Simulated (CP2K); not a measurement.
The O K edge of phosphoric acid was computed by TDDFT (CP2K XAS_TDP, aug-cc-pVDZ, TDA) at these levels: PBE, PBEh(45%) and PBEh(45%) + GW2X. The first three lines of O1 (bonded to P and H) with a strength over 0.0015, energy in eV and strength:

| run | first | second | third |
| --- | --- | --- | --- |
| 1 | 536.33 (0.016) | 537.97 (0.019) | 538.63 (0.009) |
| 2 | 511.89 (0.005) | 513.57 (0.002) | 514.41 (0.002) |
| 3 | 530.86 (0.016) | 532.50 (0.020) | 533.16 (0.009) |

Question: Which run is which?

Run 1: PBEh(45%) + GW2X (45 % exact exchange). Run 2: PBE (0 % exact exchange). Run 3: PBEh(45%) (45 % exact exchange). Self-interaction lifts the core level, so the uncorrected lines rise with the share of exact exchange. The GW2X run keeps the spacings of its parent: 1.64 eV between the first two lines in run 1, 1.64 eV in run 3. Its shift is +5.47 eV, since the Kohn–Sham level at this share of exchange lies that far above the quasiparticle level.

[Hosts, paths, dates, database ids (printed as entryN), source tags and the programs' standing remarks are cut or masked in the printed files.]
